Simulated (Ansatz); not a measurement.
# G0W0 on several functionals: TiO2 (Rutile)

One-shot GW is not self-consistent; how far does the start matter for TiO2 (Rutile)?

Calculated with Ansatz 0.2.0; G0W0 on several functionals, plane waves, PAW.

In doubt: masses and optical values from hybrid runs of this build are listed as unsure (steps 3, 4), which bears on the screening that GW takes from such a start.

**1. The starting structure**

Symmetry: P4_2/mnm, No. 136, tetragonal system. Conventional cell: a = 4.592 Å, b = 4.592 Å, c = 2.957 Å, α = 90.00°, β = 90.00°, γ = 90.00°. Nearest to Ti lie 6 O at 1.95 to 1.98 Å. Nearest to O lie 3 Ti at 1.95 to 1.98 Å. Farther neighbours and most contacts between anions are not listed.

The cell and positions come from the Crystallography Open Database and are kept as given unless a step says otherwise.

**2. G0W0 on PBE**

G0W0 replaces the xc potential by the self-energy, built once from these orbitals. Only a window of levels is corrected, while the sums run over the empty bands that the input names. This step takes hard PAW files.

This step: G0W0 on PBE, plane waves, PAW.

input.yaml

```yaml
crystal:
  lattice:
    - [4.5922, 0.0, 0.0]
    - [0.0, 4.5922, 0.0]
    - [0.0, 0.0, 2.9574]
  atoms:
    - { symbol: Ti, position: [0.0, 0.0, 0.0] }
    - { symbol: Ti, position: [0.5, 0.5, 0.5] }
    - { symbol: O, position: [0.30496, 0.30496, 0.0] }
    - { symbol: O, position: [0.19504, 0.80496, 0.5] }
    - { symbol: O, position: [0.69504, 0.69504, 0.0] }
    - { symbol: O, position: [0.80496, 0.19504, 0.5] }
kpoints:
  mp_grid: { grid: [4, 4, 6] }
hamiltonian:
  xc: pbe
  pseudopotentials: { kind: paw, source: ansatz }
scf:
  occupations: { method: fixed }
gw:
  n_empty_bands: 370
  ecut_chi: 190.0
  qp_bands: [v2, c2]
  qp_kpoints: band_edges
  screening: { model: contour_deformation }
```

On the command line:

```console
$ ansatz run input.yaml --threads 4 --pin off --max-ram 138240MiB --backend cuda --events-out ev --progress --plain --runs-dir out --devices 1 --max-vram 26GiB
```

Numbers of over 12 decimals in the logs are rounded to 6 here.

The log of the run:

```text
GPUs: using 1 of 1 available (devices: 1).
Engine: ansatz 0.2.0, x86_64-unknown-linux-gnu
Pseudopotentials: kind: paw
Pseudopotential: Ti, paw, valence charge 12, recommended cutoff 740 eV (normal), Ti.paw.azcp
Pseudopotential: O, paw, valence charge 6, recommended cutoff 930 eV (normal), O.paw.azcp
Functional definition: PBE
  parameter kappa = 0.804
  parameter beta = 0.066725
  exchange = pbe_x(kappa = kappa, mu = beta*pi^2/3)
  correlation = pbe_c(beta = beta)
device memory: the entry about to start is reckoned to put 1.7 GiB on a device that reports 69.0 GiB free (of which the cap on the GPU budget leaves the run 26.0 GiB)
GPU FFT provider: cuFFT
GPU libraries: cuBLAS 13.8.2, cuFFT 12.4.0, cuSOLVER 12.3.4
Crystal: 6 atoms, lattice volume = 62.367 Å³
Basis set: ecut = 930 eV, 4027 PW (Γ)
Bands: 30, of which v1, the nominal top of the filled ones, is band 24 counted from 1 (23 counted from 0)
Symmetry: 16 space group operations
Space group: P42/mnm (ITA 136), of the structure as read, at distance tolerance 4.0e-5 Å
k-points: 24 of 96
Non-local potential: Ti, projectors of the file, l = 0: 2, l = 1: 2, l = 2: 2, l = 3: 1
Non-local potential: O, projectors of the file, l = 0: 2, l = 1: 2, l = 2: 1
PAW form: soft (Blöchl's): semilocal exchange-correlation on the pseudo side does not see the compensation charge
PAW one-centre angular grid: Ti, 590 points (default); XC on 64 Gauss nodes
PAW one-centre angular grid: O, 110 points (default); XC on 64 Gauss nodes
Initial density: superposition of atomic densities (chi_scale 0.1, normalization cell, long waves kept (reshape's long-wave potential 0.00 eV rms))
Initial wavefunctions: pseudopotential atomic-orbital guess
GPU buffer pool allocated for 104976 grid points (all kernels)
GPU transforms: local potential and band sums: pruned to the plane-wave sphere, on 45×45×30
Functional: x = pbe(κ = 0.804, μ = 0.219515), c = pbe(β = 0.066725)
SCF iter   1: F=—  HF=-7280.265050 eV  |F-HF|=—  |Δ(HF+E_count)|=         —  Δρ=1.40e-1  dr2=1.37e1  ethr=3.10e-3  ⟨swp⟩=4.5  Hψ=2449  notcnv=0  defer=20
preconditioner: auto → Resta (q_TF=auto, 2.612 Å⁻¹)  ε∞=4.0  [insulator: Δε(μ)=4.230 eV  Ē_g=17.999 eV  n_scr=18 (ndim 8)  ℏωp=31.2 eV  f_vac=0.000  ε∞_Penn≈4.0]
SCF iter   2: F=—  HF=-7277.931247 eV  |F-HF|=—  |Δ(HF+E_count)|=    2.33e0  Δρ=9.59e-2  dr2=3.39e0  ethr=3.10e-3  ⟨swp⟩=3.0  Hψ=1742  notcnv=0  defer=56
SCF iter   3: F=—  HF=-7277.473280 eV  |F-HF|=—  |Δ(HF+E_count)|=   4.58e-1  Δρ=3.10e-2  dr2=4.18e-1  ethr=3.10e-3  ⟨swp⟩=2.5  Hψ=1412  notcnv=0  defer=6
SCF iter   4: F=—  HF=-7277.513720 eV  |F-HF|=—  |Δ(HF+E_count)|=   4.04e-2  Δρ=1.99e-2  dr2=2.63e-1  ethr=8.71e-4  ⟨swp⟩=3.2  Hψ=1337  notcnv=0  defer=49
SCF iter   5: F=—  HF=-7277.484556 eV  |F-HF|=—  |Δ(HF+E_count)|=   2.92e-2  Δρ=1.20e-2  dr2=1.05e-1  ethr=5.48e-4  ⟨swp⟩=2.0  Hψ=773  notcnv=0  defer=91
SCF iter   6: F=—  HF=-7277.465425 eV  |F-HF|=—  |Δ(HF+E_count)|=   1.91e-2  Δρ=6.66e-4  dr2=3.83e-4  ethr=2.18e-4  ⟨swp⟩=2.0  Hψ=1048  notcnv=0  defer=88
SCF iter   7: F=—  HF=-7277.465559 eV  |F-HF|=—  |Δ(HF+E_count)|=   1.34e-4  Δρ=1.80e-4  dr2=1.94e-5  ethr=7.98e-7  ⟨swp⟩=2.0  Hψ=1485  notcnv=0  defer=96
SCF iter   8: F=—  HF=-7277.465569 eV  |F-HF|=—  |Δ(HF+E_count)|=   1.01e-5  Δρ=6.42e-5  dr2=2.77e-6  ethr=4.03e-8  ⟨swp⟩=2.1  Hψ=978  notcnv=0  defer=2
SCF iter   9: F=-7277.465569 eV  HF=-7277.465569 eV  |F-HF|=4.55e-8  |Δ(HF+E_count)|=   1.29e-7  Δρ=1.14e-5  dr2=8.47e-8  ethr=2.08e-10  ⟨swp⟩=4.2  Hψ=2799  notcnv=0
SCF 1 converged in 9 iterations: F = -7277.465569 eV  dr2 = 8.47e-8
  greatest PAW one-centre occupation: 0.932 electrons in one spin orbital (limit 2), on the Ti atom at site 1 (counted from 0), in its partial waves of l = 0
device memory: the entry about to start is reckoned to put 1.6 GiB (of the 1.8 GiB reckoned in all, the device holds 0.2 GiB already) on a device that reports 62.2 GiB free (of which the cap on the GPU budget leaves the run 25.8 GiB)
NSCF: frozen V_eff on 24 k-points, pencils in batches of 32, up to order 120
the band table was solved once the SCF had ended and its energy, with any forces and stress, was formed, with the checks that follow a solve (3186 applications of the Hamiltonian). They found nothing against the state; the energy, forces and stress were not computed again (output.eigenvalues in the input reference)
device memory: the entry about to start is reckoned to put 6.7 GiB on a device that reports 78.0 GiB free (of which the cap on the GPU budget leaves the run 26.0 GiB)
NSCF: frozen V_eff on 24 k-points
G₀W₀ screening: q 1/24
[... further progress lines ...]
SCF converged after 9 iterations
Free energy (F): -7277.465569 eV
Harris-Foulkes:  -7277.465569 eV  (|F-HF|=4.55e-8)
Internal energy: -7277.465569 eV  (E = F + TS)
E sigma→0 (E₀):  -7277.465569 eV
Fermi energy:    9.070438 eV
--- Per-component energies (eV) ---
  E_band       = -394.106505
  E_kinetic    = 1940.245355
  E_local      = -4527.053688  (includes V_loc(G=0)·N_el)
  E_nonlocal   = 950.325837
  E_hartree    = 1204.389898
  E_xc         = -706.012873
  E_vxc        = -914.005300  (∫ρ·V_xc dr)
  E_paw        = -2542.265259  (= ΣΔE_a)
  E_vpaw       = -252.406140  (= ΣTr[D̂ρ^β])
  E_aug_tail   = -0.000015  (compensation charges beyond the density's cutoff)
  E_ewald      = -3597.094824
  E_smearing   = -0.000000  (= −TS)
  E_closure    = 0.000000  (closes the sum)
  Σ components = -7277.465569   (vs F -7277.465569, Δ=0.00e0)
--- Band table (eV; the first three rows and the last of 24) ---
  k-point 0: bands = [... 20 lower, 8.3698, 8.6284, 8.6284, 9.0704, 10.9612, 11.2700, 11.4962, 11.5868, ... 2 higher]
  k-point 1: bands = [... 20 lower, 7.3803, 8.1074, 8.1074, 8.9103, 11.3471, 11.4871, 11.5285, 11.9202, ... 2 higher]
  k-point 2: bands = [... 20 lower, 7.0442, 7.5049, 7.5049, 8.0907, 11.4351, 11.8131, 12.2343, 12.5054, ... 2 higher]
  k-point 23: bands = [... 20 lower, 7.7911, 7.7911, 8.3994, 8.3994, 11.6781, 11.6781, 12.3022, 12.3022, ... 2 higher]
--- G₀W₀: contour deformation, 7 samples at zero and on the imaginary axis and 1 off it, 96 q-points, 370 empty bands' worth ---
  eigenvalues of the whole cell's RPA ε∞ on this k-mesh (on a slab, of 1 + 4πα/V) = 7.1652, 7.1652, 8.5896; static W/v taken at q = 0 is 0.130735
  bands read: the sum over 394 bands ends inside a degenerate multiplet in 1 slot, whose members it reads at an even weight; the widest, k=2: bands 394 to 395 (counted from 1) at 1/2 each
  gw.qp_kpoints: band_edges: 19 of 24 stored k-points solved, in 1 pass; an edge of the gap read off the rows below is read off those points alone
    valence top: of the k-points left out ik 8 came nearest to being solved in a further pass, in band 23 (counted from 1, as in the quasiparticle table): it holds the edge there only if its correction is more favourable than any solved in that band by at least 0.742 eV; those differ by 0.120 eV
    conduction bottom: of the k-points left out ik 7 came nearest to being solved in a further pass, in band 26 (counted from 1, as in the quasiparticle table): it holds the edge there only if its correction is more favourable than any solved in that band by at least 0.510 eV; those differ by 0.182 eV
    ik  band        ε_KS         Σx   Σc(E_QP)       V_xc       Z   E_QP_lin       E_QP  E_QP is
     0    23      8.6284   -26.1729     4.2193   -21.5576  0.7133     8.2292     8.2323  root
     0    24      9.0704   -26.1088     4.4166   -21.3269  0.7012     8.7023     8.7051  root
     0    25     10.9612   -13.4030    -7.2230   -21.6946  0.7161    12.0564    12.0297  root
     0    26     11.2700   -13.3754    -6.9478   -21.3069  0.7170    12.2764    12.2536  root
     1    23      8.1074   -25.4852     3.8849   -21.2380  0.7117     7.7423     7.7450  root
     1    24      8.9103   -26.0232     4.5962   -21.0314  0.6995     8.5112     8.5146  root
     1    25     11.3471   -13.3040    -7.5544   -21.8779  0.7021    12.3940    12.3666  root
     1    26     11.4871   -13.8190    -7.1662   -22.0297  0.7119    12.5586    12.5316  root
     2    23      7.5049   -25.8078     4.7705   -20.5552  0.6937     7.0163     7.0228  root
     2    24      8.0907   -24.6230     4.4447   -19.7664  0.6917     7.6742     7.6788  root
     2    25     11.4351   -13.8944    -7.2260   -22.0934  0.6996    12.4328    12.4080  root
     2    26     11.8131   -13.9132    -7.7770   -22.8163  0.7017    12.9747    12.9392  root
     3    23      7.6483   -25.7588     4.7192   -20.5650  0.6943     7.1677     7.1738  root
     3    24      7.6483   -25.7588     4.7192   -20.5650  0.6943     7.1677     7.1738  root
     3    25     12.0533   -14.5784    -7.2900   -22.8181  0.6832    13.0322    13.0030  root
     3    26     12.0533   -14.5784    -7.2900   -22.8181  0.6832    13.0322    13.0030  root
     4    23      8.2526   -25.5997     4.2882   -20.9326  0.7015     7.8703     7.8736  root
     4    24      8.8382   -25.9330     4.5095   -21.0324  0.6999     8.4437     8.4471  root
     4    25     11.2595   -13.7465    -7.1188   -21.8923  0.7104    12.3127    12.2864  root
     4    26     11.5929   -13.6085    -7.0312   -21.5924  0.7062    12.5693    12.5456  root
     5    23      8.0250   -25.2519     4.2128   -20.6532  0.6996     7.6356     7.6392  root
     5    24      8.7020   -25.7734     4.4997   -20.8796  0.6988     8.3043     8.3079  root
     5    25     11.4676   -13.5749    -7.4319   -22.0232  0.7015    12.5115    12.4840  root
     5    26     11.7841   -14.4427    -7.1456   -22.5936  0.6973    12.8181    12.7895  root
[...]
21    23      7.6815   -26.1469     4.2609   -21.4256  0.7158     7.2167     7.2211  root
    21    24      7.6815   -26.1469     4.2609   -21.4256  0.7158     7.2167     7.2211  root
    21    25     11.4508   -13.9821    -7.2374   -22.2789  0.7081    12.5386    12.5101  root
    21    26     11.4508   -13.9821    -7.2374   -22.2789  0.7081    12.5386    12.5101  root
    23    23      8.3994   -26.2325     4.4671   -21.3291  0.7072     7.9591     7.9632  root
    23    24      8.3994   -26.2325     4.4671   -21.3291  0.7072     7.9591     7.9632  root
    23    25     11.6781   -13.8499    -7.1608   -21.9550  0.6965    12.6468    12.6223  root
    23    26     11.6781   -13.8499    -7.1608   -21.9550  0.6965    12.6468    12.6223  root
```

It took 38 s on 1 × NVIDIA H100 80GB HBM3 (shared by 3 runs) with 4 threads of AMD EPYC 7R13 (Zen 3), shared host; peak memory 2.3 GiB; 75 s of CPU time.

Numbers from this step:

```
bands summed                                 : 394
RPA ε∞ on this mesh (eigenvalues)            : 7.165, 7.165, 8.590
plane waves in the screening matrix          : 351
q-points in the mesh                         : 96
G0W0 gap on the mesh                         : 3.269 eV
k of the valence top                         : 0, 0, 0
k of the conduction bottom                   : 0, -0.5, -0.5
starting gap on the mesh                     : 1.891 eV
Z at the valence top                         : 0.7012
Z at the conduction bottom                   : 0.7147
least direct G0W0 gap on the computed points : 3.325 eV
```

The gap on the mesh goes from 1.89 eV to 3.27 eV, a correction of +1.38 eV, though a band edge has moved to another state.

**3. G0W0 on HSE06**

One-shot GW remembers its start. Another functional's orbitals and levels show by how much.

This step: G0W0 on HSE06, plane waves, PAW.

Changes to input.yaml since step 2:

```diff
@@ -15,3 +15,3 @@
 hamiltonian:
-  xc: pbe
+  xc: hse06
   pseudopotentials: { kind: paw, source: ansatz }
```

The log of the run:

```text
GPUs: using 1 of 1 available (devices: 1).
[...]
davidson cushion auto → on  (no smearing: the cushion is to keep the highest requested band from converging to the state above it; pin scf.eigensolver.cushion to override)
[...]
GPU FFT provider: cuFFT
GPU libraries: cuBLAS 13.8.2, cuFFT 12.4.0, cuSOLVER 12.3.4
Crystal: 6 atoms, lattice volume = 62.367 Å³
Basis set: ecut = 930 eV, 4027 PW (Γ)
Bands: 30, of which v1, the nominal top of the filled ones, is band 24 counted from 1 (23 counted from 0)
[... 1 set-up line as in the run before ...]
[...]
k-points: 24 of 96
[...]
GPU buffer pool allocated for 104976 grid points (all kernels)
[...]
SCF iter   1: F=—  HF=-7280.216351 eV  |F-HF|=—  |Δ(HF+E_count)|=         —  Δρ=1.40e-1  dr2=1.38e1  ethr=1.00e-1  ⟨swp⟩=3.6  Hψ=2090  notcnv=0
[...]
SCF iter   7: F=-7277.458549 eV  HF=-7277.458690 eV  |F-HF|=1.41e-4  |Δ(HF+E_count)|=   1.42e-3  Δρ=4.85e-4  dr2=1.60e-4  ethr=1.56e-5  ⟨swp⟩=3.0  Hψ=1721  notcnv=0
SCF 1 stopped early in 7 iterations: F = -7277.458549 eV  dr2 = 1.60e-4
[...]
GPU FFT provider: cuFFT
GPU libraries: cuBLAS 13.8.2, cuFFT 12.4.0, cuSOLVER 12.3.4
[...]
GPU buffer pool allocated for 104976 grid points (all kernels)
[...]
Free energy (F): -7276.005549 eV
Frozen-core exchange: fock
[...]
Internal energy: -7276.005549 eV  (E = F + TS)
E sigma→0 (E₀):  -7276.005549 eV
Fermi energy:    8.121176 eV
[...]
--- Band table (eV; the first three rows and the last of 24) ---
  k-point 0: bands = [... 20 lower, 7.3657, 7.6816, 7.6816, 8.1212, 11.5097, 11.8372, 12.1152]
  k-point 1: bands = [... 20 lower, 6.3156, 7.1451, 7.1451, 7.9383, 11.9584, 12.0735, 12.1260]
  k-point 2: bands = [... 20 lower, 5.9670, 6.3644, 6.3644, 7.0904, 12.0157, 12.4637, 12.9790]
  k-point 23: bands = [... 20 lower, 6.7658, 6.7658, 7.3690, 7.3690, 12.2810, 12.2810, 12.9870]
  guard bands above this table: 3 of the run's 30 bands. The solve was not asked for them (output.publish_guard_bands: true or output.eigenvalues: true publishes all)
[...]
0    23      7.6816   -26.3137     3.8686   -22.5978  0.7604     7.8340     7.8343  root
     0    24      8.1212   -26.3372     4.1216   -22.4106  0.7503     8.3157     8.3162  root
     0    25     11.5097   -12.8167    -6.6394   -19.9304  0.7624    11.9869    11.9839  root
     0    26     11.8372   -12.8012    -6.3899   -19.6247  0.7643    12.2732    12.2707  root
     1    23      7.1451   -25.7476     3.6686   -22.2197  0.7590     7.2855     7.2859  root
     1    24      7.9383   -26.1881     4.2163   -22.1554  0.7493     8.1214     8.1219  root
     1    25     11.9584   -12.6769    -6.9767   -20.0578  0.7501    12.3652    12.3627  root
     1    26     12.0735   -13.2699    -6.5668   -20.3084  0.7599    12.5483    12.5452  root
[...]
23    23      7.3690   -26.3160     4.0655   -22.3923  0.7550     7.5106     7.5109  root
    23    24      7.3690   -26.3160     4.0655   -22.3923  0.7550     7.5106     7.5109  root
    23    25     12.2810   -13.0907    -6.7094   -20.1907  0.7469    12.6739    12.6716  root
    23    26     12.2810   -13.0907    -6.7094   -20.1907  0.7469    12.6739    12.6716  root
```

The job ended after 2.8 min (1 × NVIDIA H100 80GB HBM3 (shared by 3 runs) with 4 threads; peak memory 2.8 GiB).

This step gave:

* bands summed: 394
* RPA ε∞ on this mesh (eigenvalues): 4.938, 4.938, 5.782
* plane waves in the screening matrix: 351
* q-points in the mesh: 96
* G0W0 gap on the mesh: 3.633 eV
* k of the valence top: 0, 0, 0
* k of the conduction bottom: 0, -0.5, -0.5
* starting gap on the mesh: 3.389 eV
* Z at the valence top: 0.7503
* Z at the conduction bottom: 0.7613
* least direct G0W0 gap on the computed points: 3.668 eV

Against the run with 4×4×6 mesh, 370 empty bands, screening to 190 eV, hard PAW files on PBE, the gap moves by +0.36 eV, while the start moved by +1.50 eV.

**4. G0W0 on PBE0**

This step: G0W0 on PBE0, plane waves, PAW.

Changes to input.yaml since step 3:

```diff
@@ -15,3 +15,3 @@
 hamiltonian:
-  xc: hse06
+  xc: pbe0
   pseudopotentials: { kind: paw, source: ansatz }
```

The log of the run:

```text
GPUs: using 1 of 1 available (devices: 1).
[...]
GPU FFT provider: cuFFT
GPU libraries: cuBLAS 13.8.2, cuFFT 12.4.0, cuSOLVER 12.3.4
Crystal: 6 atoms, lattice volume = 62.367 Å³
Basis set: ecut = 930 eV, 4027 PW (Γ)
Bands: 30, of which v1, the nominal top of the filled ones, is band 24 counted from 1 (23 counted from 0)
[... 1 set-up line as in the run before ...]
[...]
k-points: 24 of 96
[...]
1    25     12.3251   -12.6625    -6.8021   -19.6583  0.7652    12.5192    12.5187  root
     1    26     12.4428   -13.2659    -6.4013   -19.9160  0.7742    12.6923    12.6916  root
[...]
23    23      6.9780   -26.3221     3.9238   -22.7935  0.7694     7.3715     7.3731  root
    23    24      6.9780   -26.3221     3.9238   -22.7935  0.7694     7.3715     7.3731  root
    23    25     12.6544   -13.0717    -6.5392   -19.7838  0.7626    12.8276    12.8272  root
    23    26     12.6544   -13.0717    -6.5392   -19.7838  0.7626    12.8276    12.8272  root
[key lines of the parts left out:]
Free energy (F): -7276.834180 eV
Fermi energy:    7.722709 eV
```

Run time: 1.9 min. Hardware: 1 × NVIDIA H100 80GB HBM3 (shared by 3 runs) with 4 threads; peak memory 2.7 GiB.

This step gave:

```
bands summed                                 : 394
RPA ε∞ on this mesh (eigenvalues)            : 4.555, 4.555, 5.310
plane waves in the screening matrix          : 351
G0W0 gap on the mesh                         : 3.911 eV
k of the valence top                         : 0, 0, 0
k of the conduction bottom                   : 0, -0.5, -0.5
starting gap on the mesh                     : 4.149 eV
least direct G0W0 gap on the computed points : 3.946 eV
```

Against the run with 4×4×6 mesh, 370 empty bands, screening to 190 eV, hard PAW files on HSE06, the gap moves by +0.28 eV, while the start moved by +0.76 eV.

**5. The starts together**

All on the 4×4×6 mesh with 370 empty bands and screening to 190 eV. Times are wall times on 1 × NVIDIA H100 80GB HBM3 (shared by 3 runs) with 4 threads of AMD EPYC 7R13 (Zen 3), shared host, good to a factor of about two.

```csv
start,starting gap (eV),shift (eV),G0W0 gap (eV),RPA ε∞ (harmonic mean),"Z (valence, conduction)",time
PBE,1.89,+1.38,3.27,7.58,"0.70, 0.71",38 s
HSE06,3.39,+0.24,3.63,5.19,"0.75, 0.76",2.8 min
PBE0,4.15,−0.24,3.91,4.78,"0.76, 0.78",1.9 min
```

The parts of the quasiparticle energy at the two band edges (eV; QP = start + Σx + Σc − Vxc):

```csv
run,edge,start,Σx,Σc,Vxc,Z,QP
PBE,valence top,9.07,-26.11,4.42,-21.33,0.70,8.71
PBE,conduction bottom,11.00,-13.12,-7.10,-21.19,0.71,11.97
HSE06,valence top,8.12,-26.34,4.12,-22.41,0.75,8.32
HSE06,conduction bottom,11.54,-12.45,-6.58,-19.44,0.76,11.95
PBE0,valence top,7.72,-26.35,3.98,-22.82,0.76,8.18
PBE0,conduction bottom,11.90,-12.43,-6.42,-19.04,0.78,12.09
```

For a hybrid start, Vxc holds its share of exact exchange. Where G0W0 reorders the edges (PBE, HSE06 and PBE0), the two states listed lie further apart at the start than the starting gap.

**6. Summary of results**

- G0W0@PBE: 3.27 eV (start 1.89 eV)
- G0W0@HSE06: 3.63 eV (start 3.39 eV)
- G0W0@PBE0: 3.91 eV (start 4.15 eV)
- known limits: not at the basis limit

What this shows: The starting gaps span 2.26 eV and the G0W0 gaps 0.64 eV. Between PBE and PBE0, 0.64 eV of the 2.26 eV survives, 28 %. PBE0 screens less than PBE (ε∞ 4.78 against 7.58). Of the 0.64 eV by which its G0W0 gap is higher, the correlation part gives +1.11 eV, and exchange with the one-particle terms, which follow the orbitals, −0.47 eV. On PBE0 the correction is negative: that start lies above its own G0W0 value. The smallest correction, −0.24 eV, is on PBE0, the start nearest to reproducing itself, though another is as near within the errors. Bands and cutoff are finite, so the gap is not at the basis limit. The miss can reach some tenths of an eV and take either sign; the mesh is an error of its own. The program warns that the mesh is coarse for exact exchange, which bears on the hybrid start's gap.

[Paths, hosts, dates, memory and timing lines, banners, echoed tables and standing remarks are left out of the program output.]

[Logs are printed without paths, hosts, clocks, repeated set-up lines and the standing remarks that a program may print on its own settings, such as how far it seeks lower states.]

[Runs of the session that timed out or met a known fault of the program may be left out.]

[Cells called generated may have been cut or substituted from an entry of the Crystallography Open Database or the Materials Project.]

[Hosts, paths, dates, database ids (printed as entryN), source tags and the programs' standing remarks are cut or masked in the printed files.]
